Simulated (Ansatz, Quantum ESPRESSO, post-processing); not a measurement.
# F-SiSi-F chair, 1 layer in an electric field, part 5 of 6

Wanted: polarisability and gap of F-SiSi-F chair, 1 layer against a perpendicular field.

Quantum ESPRESSO 7.5; plane-wave DFT, PBE, GBRV ultrasoft pseudopotentials; geometry and cross-check by Ansatz 0.2.0 with PAW datasets.

So far. Step 13 (Bands along a path: field 0.4 V/Å): Upper empty bands that drop with the field can be states of the vacuum, held by the sawtooth; they depend on the cell's width. Step 13 (Bands along a path: field 0.4 V/Å): Along this path the valence top lies at Γ and the conduction bottom at Γ.

### Step 14. Density by pp.x

plot_num = 0 writes the valence density.

The input, f0.rho.in:

```
&inputpp
  prefix = 'f0'
  outdir = './out'
  filplot = 'f0.rho.dat'
  plot_num = 0
/
```

The run is started by

```
OMP_NUM_THREADS=1 mpirun -n 4 pp.x -in f0.rho.in > f0.rho.out
```

Numbers of over 12 decimals in the logs are rounded to 6 here.

What it wrote:

```text
[banner, memory and clock lines left out]
Program POST-PROC v.7.5 starts

          URL

     ./out/f0.save/

     IMPORTANT: XC functional enforced from input :
     Exchange-correlation= PBE
                           (   1   4   3   4   0   0   0)
     Any further DFT definition will be discarded
     Please, verify this is what you really want

     negative rho (up, down):  1.066E-03 0.000E+00

     Adding external electric field

     Computed dipole along edir(3) :
        Dipole               -0.0000 Ry au,         -0.0000 Debye
        Dipole field         -0.0000 Ry au,

        Potential amp.        0.0000 Ry
        Total length         38.2783 bohr

     Calling punch_plot, plot_num =   0
     Writing data to file  f0.rho.dat
     Message from routine chdens:
     namelist plot not found or invalid, exiting
```

The job ended after 0.97 s (4 MPI ranks of Arm Neoverse V1, shared host; peak memory 0.11 GiB; 3.6 s of CPU time).

This step gave:

```
electrons by integration : 22.00 e
```

Mean over planes. The valence density, planar mean by z:

| z (Å) | valence density, planar mean (e/Å³) |
| --- | --- |
| 6.0 | 3.0e-5 |
| 6.5 | 2.3e-4 |
| 7.0 | 0.00178 |
| 7.5 | 0.0146 |
| 8.0 | 0.139 |
| 8.5 | 0.638 |
| 9.0 | 0.298 |
| 9.5 | 0.133 |
| 10.0 | 0.205 |
| 10.5 | 0.299 |
| 11.0 | 0.242 |
| 11.5 | 0.135 |
| 12.0 | 0.229 |
| 12.5 | 0.651 |
| 13.0 | 0.212 |
| 13.5 | 0.0231 |
| 14.0 | 0.00272 |
| 14.5 | 3.5e-4 |
| 15.0 | 4.6e-5 |

Valence density in the ca plane at fractional y = 0.333, with atoms of F and Si within 0.2 Å of it. It is the smooth field of the valence electrons, not physical close to the nuclei.

Values in units of 1e0 e/Å³, 6 rows by 16 columns, each cell a mean:
```
0.0 0.0 0.0 0.0 0.0 0.0 0.1 0.5 0.3 0.3 0.1 0.0 0.0 0.0 0.0 0.0
0.0 0.0 0.0 0.0 0.0 0.0 0.9 6.2 0.6 0.3 0.1 0.0 0.0 0.0 0.0 0.0
0.0 0.0 0.0 0.0 0.0 0.0 0.6 3.9 0.4 0.3 0.1 0.0 0.0 0.0 0.0 0.0
0.0 0.0 0.0 0.0 0.0 0.0 0.1 0.2 0.2 0.3 0.1 0.0 0.0 0.0 0.0 0.0
0.0 0.0 0.0 0.0 0.0 0.0 0.0 0.0 0.1 0.2 0.1 0.1 0.0 0.0 0.0 0.0
0.0 0.0 0.0 0.0 0.0 0.0 0.0 0.0 0.1 0.2 0.1 0.1 0.0 0.0 0.0 0.0
```
Columns run along c (16.0 Å, from fractional 0.07 to 0.82 of the cell), rows up along a (4.0 Å). Atoms in or near the plane, at fractional coordinates: F at (0.41, 0.67), Si at (0.48, 0.67).

The density integrates to 22.000 electrons, as the 22 of the input ask.

### Step 15. Density by pp.x

The input, f2.rho.in:

```
&inputpp
  prefix = 'f2'
  outdir = './out'
  filplot = 'f2.rho.dat'
  plot_num = 0
/
```

The run is started by

```
OMP_NUM_THREADS=1 mpirun -n 4 pp.x -in f2.rho.in > f2.rho.out
```

Run time: 0.97 s. Hardware: 4 MPI ranks; peak memory 0.11 GiB; 3.6 s of CPU time.

### Step 16. Charge moved by a field of 0.2 V/Å

This step gave:

```
largest charge moved across a plane : 0.001152 e/Å²
dipole step                         : -0.6555 eV
```

The planar mean oscillates, so the rows of the table below give means over windows of 1 Å about each position, cut where the curve ends. Its maxima inside the range that stand out by 2 % of the span (Å: e/Å³): 8.1: 5.4e-4, 8.8: 3.2e-4, 10.1: 8.1e-4, 11.8: 6.0e-5, 12.5: -2.0e-4. Its minima: 8.6: 1.9e-4, 9.3: -5.9e-5, 11.0: -8.1e-4, 12.3: -3.3e-4, 13.0: -5.4e-4.

The planar mean by z; means over each step:

z (Å), planar mean (e/Å³) and a bar from the least value:
```
        4    0.00000 ###############
        5    0.00000 ###############
        6    0.00000 ###############
        7    0.00009 #################
        8    0.00039 ##########################
        9    0.00012 ##################
       10    0.00054 ##############################
       11   -0.00052 
       12   -0.00012 ###########
       13   -0.00039 ####
       14   -0.00011 ############
       15   -0.00001 ###############
       16    0.00000 ###############
       17    0.00000 ###############
```

The running integral, electrons below z by z:

z (Å), running integral, electrons below z (e/Å²) and a bar:
```
      5.0    0.00000 
      5.5    0.00000 
      6.0    0.00000 
      6.5    0.00001 
      7.0    0.00003 #
      7.5    0.00010 ###
      8.0    0.00032 ########
      8.5    0.00049 #############
      9.0    0.00060 ################
      9.5    0.00061 ################
     10.0    0.00090 #######################
     10.5    0.00115 ##############################
     11.0    0.00088 #######################
     11.5    0.00061 ################
     12.0    0.00060 ################
     12.5    0.00049 #############
     13.0    0.00030 ########
     13.5    0.00010 ###
     14.0    0.00002 #
     14.5    0.00001 
     15.0    0.00000 
     15.5    0.00000 
     16.0    0.00000
```

### Step 17. Polarisability from the dipole between 0 and 0.1 V/A

This step gave:

- change of slope in the vacuum: 0.10000 eV/Å
- polarisability a cell: 3.559 Å³
- sheet polarisability 4πα/A: 3.280 Å

Change of the potential energy, second field less first against z:

| z (Å) | change of the potential energy, second field less first (eV) |
| --- | --- |
| 0.0 | -0.445 |
| 0.5 | -0.841 |
| 1.0 | -0.791 |
| 1.5 | -0.741 |
| 2.0 | -0.691 |
| 2.5 | -0.641 |
| 3.0 | -0.591 |
| 3.5 | -0.541 |
| 4.0 | -0.491 |
| 4.5 | -0.441 |
| 5.0 | -0.391 |
| 5.5 | -0.341 |
| 6.0 | -0.291 |
| 6.5 | -0.241 |
| 7.0 | -0.191 |
| 7.5 | -0.144 |
| 8.0 | -0.102 |
| 8.5 | -0.0697 |
| 9.0 | -0.0444 |
| 9.5 | -0.0215 |
| 10.0 | -0.00314 |
| 10.5 | 2.0e-4 |
| 11.0 | 0.00126 |
| 11.5 | 0.0172 |
| 12.0 | 0.0400 |
| 12.5 | 0.0644 |
| 13.0 | 0.0946 |
| 13.5 | 0.135 |
| 14.0 | 0.182 |
| 14.5 | 0.231 |
| 15.0 | 0.281 |
| 15.5 | 0.331 |
| 16.0 | 0.381 |
| 16.5 | 0.431 |
| 17.0 | 0.481 |
| 17.5 | 0.531 |
| 18.0 | 0.581 |
| 18.5 | 0.631 |
| 19.0 | 0.681 |
| 19.5 | 0.731 |
| 20.0 | 0.781 |
| 20.5 | 0.744 |

### Step 18. Dipole against field

Table of dipole along the normal, dipole moment by applied field:

| applied field (V/Å) | dipole along the normal, dipole moment (e·Å) |
| --- | --- |
| 0.000 | 0 |
| 0.100 | 0.0247 |
| 0.200 | 0.0494 |
| 0.400 | 0.0988 |

### Step 19. The same in Ansatz: field 0.1 V/Å

As a check, the same structure is run in Ansatz.

Level of this step: plane-wave DFT, PBE, Ansatz PAW (Ansatz 0.2.0).

The input, input.yaml:

```yaml
crystal:
  lattice:
    - [3.9674760488, 0.0, 0.0]
    - [-1.9837380244, 3.4359350472, 0.0]
    - [0.0, 0.0, 21.1]
  atoms:
    - { symbol: F, position: [0.6666666667, 0.3333333333, 0.4062669138] }
    - { symbol: Si, position: [0.6666666667, 0.3333333333, 0.4834031347] }
    - { symbol: Si, position: [0.3333333333, 0.6666666667, 0.5165968537] }
    - { symbol: F, position: [0.3333333333, 0.6666666667, 0.5937330979] }
kpoints:
  mp_grid: { grid: [12, 12, 1] }
hamiltonian:
  xc: pbe
scf:
  occupations: { method: fermi_dirac, width: 0.054 }
  convergence: { dr2_threshold: 1.0e-09 }
efield:
  axis: 3
  dipole_correction: true
  ramp_position: 0.97
  ramp_width: 0.04
  amplitude: 0.1
output:
  write_potential: true
  write_density: true
  volumetric_format: npy
```

The run is started by

```
ansatz run input.yaml --threads 4 --pin off --max-ram 8192MiB --backend cpu --events-out ev --progress --plain --runs-dir out
```

What it wrote:

```text
[...]
Crystal: 4 atoms, lattice volume = 287.635 Å³
Basis set: ecut = 420 eV, 5687 PW (Γ)
Bands: 15, of which v1, the nominal top of the filled ones, is band 11 counted from 1 (10 counted from 0)
Symmetry: 6 space group operations
k-points: 19 of 144 (time reversal used)
[...]
SCF iter   1: F=—  HF=-2890.803228 eV  |F-HF|=—  |Δ(HF+E_count)|=         —  Δρ=4.31e-2  dr2=4.54e0  ethr=3.10e-3  p=0.034 e·Å  D=2.16e-2 V/Å  ΔV_dip=-0.46 eV  dr2_dipole=2.27e-4  V_vac-E_F(+/−)=7.00/5.57 eV  ⟨swp⟩=7.4  Hψ=2033  notcnv=0
[...]
SCF iter  10: F=-2889.598659 eV  HF=-2889.598659 eV  |F-HF|=2.74e-10  |Δ(HF+E_count)|=   3.20e-9  Δρ=5.59e-7  dr2=5.86e-10  ethr=4.55e-12  p=0.025 e·Å  D=1.56e-2 V/Å  ΔV_dip=-0.33 eV  dr2_dipole=2.11e-11  V_vac-E_F(+/−)=6.83/5.28 eV  ⟨swp⟩=4.2  Hψ=1406  notcnv=0
SCF 1 converged in 10 iterations: F = -2889.598659 eV  dr2 = 5.86e-10
[...]
SCF converged after 10 iterations
Free energy (F): -2889.598659 eV
[...]
Internal energy: -2889.598625 eV  (E = F + TS)
E sigma→0 (E₀):  -2889.598642 eV
Entropy (-TS):   -0.000034 eV (-0.008 meV/atom)
Fermi energy:    -3.623108 eV
Dipole field:    D = 0.015557 V/Å  (p = 0.024729 e·Å, saw-weighted, corrected)
Work function:   not extracted (applied field tilts the vacuum); planar V_es + V_field profile in the machine report
[...]
--- Band table (eV; the first three rows and the last of 19) ---
  k-point 0: bands = [... 7 lower, -8.9787, -8.9787, -3.9905, -3.9905, -3.3070, -0.3324, -0.2835, -0.2835]
  k-point 1: bands = [... 7 lower, -8.9820, -8.9705, -4.5723, -4.1108, -3.0195, -0.4472, -0.0067, 0.1254]
  k-point 2: bands = [... 7 lower, -8.9914, -8.9418, -5.5234, -4.3826, -2.6645, -0.7747, 0.7289, 1.1625]
  k-point 18: bands = [... 7 lower, -9.1893, -8.2374, -8.2015, -6.4450, 0.4269, 0.4283, 2.2167, 2.2433]
```

The job ended after 3.1 s (4 threads; peak memory 0.46 GiB).

Read from the output:

| Property | Result |
| --- | --- |
| free energy | -2889.5987 eV |
| Fermi energy | -3.623 eV |
| gap by band count | 0.6835 eV |
| dipole along the normal | 0.02473 e·Å |

At 0.1 V/Å Ansatz's dipole is 0.0247 e Å against 0.0247 from pw.x.

### Step 20. Cross-check with Ansatz: field -0.1 V/Å

input.yaml, as its differences from the input of step 19:

```diff
@@ -22,3 +22,3 @@
   ramp_width: 0.04
-  amplitude: 0.1
+  amplitude: -0.1
 output:
```

What it wrote:

```text
[...]
Crystal: 4 atoms, lattice volume = 287.635 Å³
Basis set: ecut = 420 eV, 5687 PW (Γ)
Bands: 15, of which v1, the nominal top of the filled ones, is band 11 counted from 1 (10 counted from 0)
Symmetry: 6 space group operations
k-points: 19 of 144 (time reversal used)
[...]
--- Band table (eV; the first three rows and the last of 19) ---
  k-point 0: bands = [... 7 lower, -9.0143, -9.0143, -4.0262, -4.0262, -3.3426, -0.3680, -0.3191, -0.3191]
  k-point 1: bands = [... 7 lower, -9.0176, -9.0062, -4.6079, -4.1464, -3.0551, -0.4828, -0.0423, 0.0898]
  k-point 2: bands = [... 7 lower, -9.0271, -8.9774, -5.5590, -4.4183, -2.7001, -0.8103, 0.6932, 1.1268]
  k-point 18: bands = [... 7 lower, -9.2249, -8.2731, -8.2371, -6.4806, 0.3913, 0.3926, 2.1810, 2.2076]
[key lines of the parts left out:]
SCF converged after 10 iterations
Free energy (F): -2889.598658 eV
Fermi energy:    -3.658744 eV
Dipole field:    D = -0.015555 V/Å  (p = -0.024725 e·Å, saw-weighted, corrected)
```

Wall time 3.1 s (4 threads); peak memory 0.46 GiB.

Read from the output:

```
Fermi energy            : -3.659 eV
dipole along the normal : -0.02473 e·Å
```

### Step 21. Dipole against field, Ansatz

The dipole along the normal, dipole moment by applied field:

| applied field (V/Å) | dipole along the normal, dipole moment (e·Å) |
| --- | --- |
| -0.1000 | -0.0247 |
| 0.0000 | -2.8e-5 |
| 0.1000 | 0.0247 |

(Part 5 of 6 ends here.)

[Logs are printed without paths, hosts, clocks, repeated set-up lines and the standing remarks that a program may print on its own settings, such as how far it seeks lower states.]

[Hosts, paths, dates, database ids (printed as entryN), source tags and the programs' standing remarks are cut or masked in the printed files.]

[Maps of the electrostatic potential energy from Ansatz leave out the sawtooth potential of an applied field or a dipole correction, so their vacuum need not be flat; planar profiles and work functions include it.]
